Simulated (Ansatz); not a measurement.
# The perfect V wire along [100], 24 atoms a period, part 2 of 2

Aim: is the V wire along [100], 24 atoms a period a metal or a semiconductor?

Ansatz 0.2.0; DFT PBE, plane waves, PAW; relaxation of a wire's period; PAW set soft_1 (the session's first sound run).

So far: Starting point; The relaxed wire.

### 2. The relaxed wire (continued)

Step by step:

| step | energy less that of the first step (eV) | largest force component (eV/Å) | pressure (GPa) | volume (Å³) |
| --- | --- | --- | --- | --- |
| 1 | 0.0000 | 1.5031 | -5.31 | 743.59 |
| 2 | -1.4714 | 0.2633 | 1.47 | 706.74 |
| 3 | -1.5654 | 0.1108 | -0.25 | 717.77 |
| 4 | -1.5752 | 0.0766 | -0.14 | 720.23 |
| 5 | -1.5871 | 0.0952 | -0.05 | 724.25 |
| 6 | -1.5970 | 0.1469 | 0.09 | 730.82 |
| 7 | -1.6215 | 0.0938 | -0.03 | 728.58 |
| 8 | -1.6264 | 0.0449 | -0.10 | 727.14 |
| 9 | -1.6272 | 0.0230 | -0.13 | 728.52 |
| 10 | -1.6279 | 0.0140 | 0.01 | 727.91 |
| 11 | -1.6280 | 0.0029 | -0.07 | 728.06 |
| 12* | -1.6207 | 0.0028 | -0.06 | 728.06 |

Relaxation steps marked * repeat the geometry before them on a plane-wave basis chosen anew for their cell, so energy and pressure can jump there.

Forces are held to the 16 operations that the run works with; a distortion that breaks them can't arise in this run.

| cell as run | before | after | change |
| --- | --- | --- | --- |
| c (Å) | 2.990 | 2.928 | -2.1 % |

The atoms that moved most (Å, along periodic axes as changes of fractional coordinates times the final cell, across vacuum about the mean position):

| atom | dx | dy | dz | length |
| --- | --- | --- | --- | --- |
| V1 | 0.147 | -0.046 | 0.000 | 0.154 |
| V13 | -0.046 | 0.147 | 0.000 | 0.154 |
| V3 | 0.147 | 0.046 | 0.000 | 0.154 |
| V21 | 0.046 | 0.147 | 0.000 | 0.154 |
| V16 | -0.046 | -0.147 | 0.000 | 0.154 |
| V10 | -0.147 | -0.046 | 0.000 | 0.154 |
| V24 | 0.046 | -0.147 | 0.000 | 0.154 |
| V12 | -0.147 | 0.046 | 0.000 | 0.154 |

This step gave:

```yaml
energy_at_zero_smearing: -69879.8922 eV
cell_length_along_the_wire: 2.928 Å
```

The cell's length comes to 2.928 Å with spin left out.

### 3. Bands of the perfect wire

This step: DFT PBE, plane waves, PAW; bands of a perfect wire; PAW set soft_1 (Ansatz 0.2.0).

At the relaxed period the bands are computed along the axis; those that cross an energy going forward count the channels that a perfect wire would open there.

input.yaml

```yaml
crystal:
  lattice:
    - [15.77, 0.0, 0.0]
    - [0.0, 15.77, 0.0]
    - [0.0, 0.0, 2.9275444218]
  atoms:
    - { symbol: V, position: [0.224936277, 0.307486128, 0.0] }
    - { symbol: V, position: [0.224196082, 0.5, 0.0] }
    - { symbol: V, position: [0.224936277, 0.692513872, 0.0] }
    - { symbol: V, position: [0.405219188, 0.309933652, 0.0] }
    - { symbol: V, position: [0.404540544, 0.5, 0.0] }
    - { symbol: V, position: [0.405219188, 0.690066348, 0.0] }
    - { symbol: V, position: [0.594780812, 0.309933652, 0.0] }
    - { symbol: V, position: [0.595459456, 0.5, 0.0] }
    - { symbol: V, position: [0.594780812, 0.690066348, 0.0] }
    - { symbol: V, position: [0.775063723, 0.307486128, 0.0] }
    - { symbol: V, position: [0.775803918, 0.5, 0.0] }
    - { symbol: V, position: [0.775063723, 0.692513872, 0.0] }
    - { symbol: V, position: [0.307486128, 0.224936277, 0.5] }
    - { symbol: V, position: [0.309933652, 0.405219188, 0.5] }
    - { symbol: V, position: [0.309933652, 0.594780812, 0.5] }
    - { symbol: V, position: [0.307486128, 0.775063723, 0.5] }
    - { symbol: V, position: [0.5, 0.224196082, 0.5] }
    - { symbol: V, position: [0.5, 0.404540544, 0.5] }
    - { symbol: V, position: [0.5, 0.595459456, 0.5] }
    - { symbol: V, position: [0.5, 0.775803918, 0.5] }
    - { symbol: V, position: [0.692513872, 0.224936277, 0.5] }
    - { symbol: V, position: [0.690066348, 0.405219188, 0.5] }
    - { symbol: V, position: [0.690066348, 0.594780812, 0.5] }
    - { symbol: V, position: [0.692513872, 0.775063723, 0.5] }
kpoints:
  mp_grid: { grid: [1, 1, 28] }
  band_path: { path: ["Γ", Z], npoints: 90 }
scf:
  occupations: { method: fermi_dirac, width: 0.05 }
hamiltonian:
  xc: pbe
  pseudopotentials: { kind: paw, azcp: { folder: soft_1 } }
output:
  dos: { e_range: [-5, 4] }
  write_potential: true
  write_density: true
  volumetric_format: npy
```

Started as:

```sh
ansatz run input.yaml --threads 4 --pin off --max-ram 16384MiB --backend cpu --events-out ev --progress --plain --runs-dir out
```

Numbers of over 12 decimals in the logs are rounded to 6 here.

Output:

```text
[...]
Crystal: 24 atoms, lattice volume = 728.060 Å³
Basis set: ecut = 420 eV, 14153 PW (Γ)
Bands: 188, of which v1, the nominal top of the filled ones, is band 156 counted from 1 (155 counted from 0)
Symmetry: 16 space group operations
[...]
k-points: 15 of 28
[...]
SCF iter   1: F=—  HF=-69921.653873 eV  |F-HF|=—  |Δ(HF+E_count)|=         —  Δρ=9.78e-2  dr2=5.59e2  ethr=3.10e-3  ⟨swp⟩=10.7  Hψ=12986  notcnv=0  defer=12
[...]
SCF iter  15: F=-69880.047999 eV  HF=-69880.047999 eV  |F-HF|=2.86e-8  |Δ(HF+E_count)|=   1.34e-8  Δρ=1.65e-6  dr2=4.80e-8  ethr=3.21e-11  ⟨swp⟩=20.5  Hψ=12302  notcnv=0
SCF 1 converged in 15 iterations: F = -69880.047999 eV  dr2 = 4.80e-8
[...]
NSCF: frozen V_eff on 91 k-points
WARN: The output density's exchange-correlation potential varies sharply where the density is thin. Do not read a vacuum level from v_tot or v_xc, or from such a field of the output density. On a cell that repeats whose density bears no net charge and no dipole along the vacuum's axis use v_es (v_loc + v_h of the components); under efield.dipole_correction with no amplitude use v_es + v_field, which holds any externa [...]
SCF converged after 15 iterations
Free energy (F): -69880.047999 eV
[...]
Internal energy: -69879.734968 eV  (E = F + TS)
E sigma→0 (E₀):  -69879.891483 eV
Entropy (-TS):   -0.313032 eV (-13.043 meV/atom)
Fermi energy:    5.696921 eV
[...]
--- Band table (eV; the first three rows and the last of 15) ---
  k-point 0: bands = [... 152 lower, 5.7720, 5.8247, 5.8729, 5.8793, 5.8987, 5.8987, 5.9441, 5.9853, ... 28 higher]
  k-point 1: bands = [... 152 lower, 5.7901, 5.7914, 5.8657, 5.8679, 5.8679, 5.8721, 5.8858, 5.9340, ... 28 higher]
  k-point 2: bands = [... 152 lower, 5.7388, 5.7388, 5.7985, 5.7985, 5.8185, 5.8546, 5.9230, 5.9255, ... 28 higher]
  k-point 14: bands = [... 152 lower, 5.5797, 5.5797, 5.5991, 5.5991, 5.9359, 5.9359, 6.1354, 6.1354, ... 28 higher]
```

Wall time 4.9 min (4 threads of Intel Xeon Platinum 8259CL at 2.50GHz (Skylake/Cascade Lake), shared host); peak memory 6.8 GiB; 19 min of CPU time.

The column dr2 measures how far the density is from self-consistency, as an energy; F and HF (Harris–Foulkes) agree once it is small.

This step gave:

```
energy at zero smearing : -69879.8915 eV
band gap                : 0 eV
```

Electronic bands along the path, in eV, zero at the Fermi level; # counts the bands kept:

| point | #46 | #47 | #48 | #49 | #50 | #51 | #52 | #53 |
| --- | --- | --- | --- | --- | --- | --- | --- | --- |
| Γ | 0.13 | 0.18 | 0.18 | 0.20 | 0.20 | 0.25 | 0.29 | 0.33 |
| halfway | -0.30 | -0.20 | -0.20 | -0.13 | -0.13 | -0.12 | 0.07 | 0.10 |
| Z | -0.12 | -0.10 | -0.10 | 0.24 | 0.24 | 0.44 | 0.44 | 0.51 |

Between Γ and Z the bands cross the Fermi level 19 times, so a perfect wire would conduct at least 19 G₀, with spin left out.

### 4. Results

```yaml
cell_length_pbe: 2.928 Å
ballistic_conductance_by_band_crossings_a_lower_bound_pbe: 19 G₀
```

Under PBE the cell's length is 2.93 Å, and the bands cross the Fermi level 19 times between Γ and Z, which gives a perfect wire at least 19 G₀ (opposite crossings within one step of the path cancel in such a count). No spin was allowed, though thin wires with open d shells can turn magnetic.

[Logs are printed without paths, hosts, clocks, repeated set-up lines and the standing remarks that a program may print on its own settings, such as how far it seeks lower states.]

[Hosts, paths, dates, database ids (printed as entryN), source tags and the programs' standing remarks are cut or masked in the printed files.]
